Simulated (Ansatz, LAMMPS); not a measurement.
# What went wrong? amorphous polyacrylonitrile (as short chains C14N4H18) at 540 K (108 atoms)

Program: Ansatz 0.2.0. The cell: 42 C, 12 N and 54 H.

File input.yaml:

```yaml
crystal:
  lattice:
    - [10.87734, 0.0, 0.0]
    - [0.0, 10.87734, 0.0]
    - [0.0, 0.0, 10.87734]
  atoms:
    - { symbol: C, position: [0.72823, 0.31198, 0.21239] }
    - { symbol: C, position: [0.7727, 0.17889, 0.18169] }
    - { symbol: C, position: [0.79094, 0.16882, 0.03988] }
    - { symbol: C, position: [0.85469, 0.04903, 0.01545] }
    - { symbol: "N", position: [0.90897, 0.95982, 0.99243] }
    - { symbol: C, position: [0.67411, 0.1831, 0.96165] }
    - { symbol: C, position: [0.7034, 0.17523, 0.82758] }
    - { symbol: C, position: [0.8115, 0.23867, 0.78018] }
    - { symbol: "N", position: [0.88814, 0.27253, 0.71517] }
    - { symbol: C, position: [0.60474, 0.19846, 0.7368] }
    - { symbol: C, position: [0.484, 0.1477, 0.78021] }
    - { symbol: C, position: [0.3901, 0.19611, 0.69542] }
    - { symbol: "N", position: [0.32181, 0.22459, 0.61922] }
    - { symbol: C, position: [0.49108, 0.00467, 0.77216] }
    - { symbol: C, position: [0.37054, 0.93471, 0.79618] }
    - { symbol: C, position: [0.29297, 0.9851, 0.89905] }
    - { symbol: "N", position: [0.22022, 0.02253, 0.96979] }
    - { symbol: C, position: [0.3993, 0.81225, 0.84214] }
    [... 84 atom lines left out ...]
    - { symbol: H, position: [0.08195, 0.56392, 0.86677] }
    - { symbol: H, position: [0.00775, 0.44314, 0.7821] }
    - { symbol: H, position: [0.12639, 0.47514, 0.59636] }
    - { symbol: H, position: [0.34383, 0.46289, 0.67644] }
    - { symbol: H, position: [0.28423, 0.52806, 0.81894] }
    - { symbol: H, position: [0.23538, 0.38073, 0.78914] }
kpoints:
  mp_grid: { grid: [1, 1, 1] }
hamiltonian:
  xc: pbe
  dispersion: d3bj
scf:
  occupations: { method: fixed }
  eigensolver: { kind: { support_functions: { accuracy: medium, radius: 2.97 } } }
  max_iter: 150
output:
  forces: true
  eigenvalues: true
```

Started as:

```bash
> ansatz run input.yaml --threads 4 --pin off --max-ram 8192MiB --backend cpu --events-out ev --progress --plain --runs-dir out
```

What it wrote:

```text
Warning: scf.eigensolver.kind.support_functions: disabling space-group detection — the functions' gradient is summed over unrotated k-points, so no spatial operation reduces the k-mesh or symmetrises the density; time reversal is kept, so that k and −k are solved as one point where they differ and the mesh holds both, and exact exchange and, on two spinor components, a DFT+U term hold to it where the run has them: [...]
settings of this run that can trade accuracy for cost: scf.eigensolver.kind.support_functions [...]
Engine: ansatz 0.2.0, aarch64-unknown-linux-gnu
Pseudopotentials: kind: paw
Pseudopotential: C, paw, valence charge 4, recommended cutoff 420 eV (normal), C.paw.azcp
Pseudopotential: N, paw, valence charge 5, recommended cutoff 420 eV (normal), N.paw.azcp
Pseudopotential: H, paw, valence charge 1, recommended cutoff 420 eV (normal), H.paw.azcp
[... 5 lines on functional and potentials left out ...]
Error: SCF: the radius of support functions is under 3.33 Å, the least for these sites at the functions' level (scf.eigensolver.kind.support_functions.accuracy). Use scf.eigensolver.kind: auto, or type scf.eigensolver.kind.support_functions.radius at least as long, [...]
```

Wall time 1.4 s (4 threads of Arm Neoverse V2, shared host); peak memory 0.23 GiB.

What is at fault here, and what would mend it?

A radius under the least that the level allows: support_functions.accuracy = "medium" and support_functions.radius = 2.97.

The fix is to use a longer radius.

The run ended with an error.

[Logs are printed without paths, hosts, clocks, repeated set-up lines and the standing remarks that a program may print on its own settings, such as how far it seeks lower states.]

[Hosts, paths, dates, database ids (printed as entryN), source tags and the programs' standing remarks are cut or masked in the printed files.]
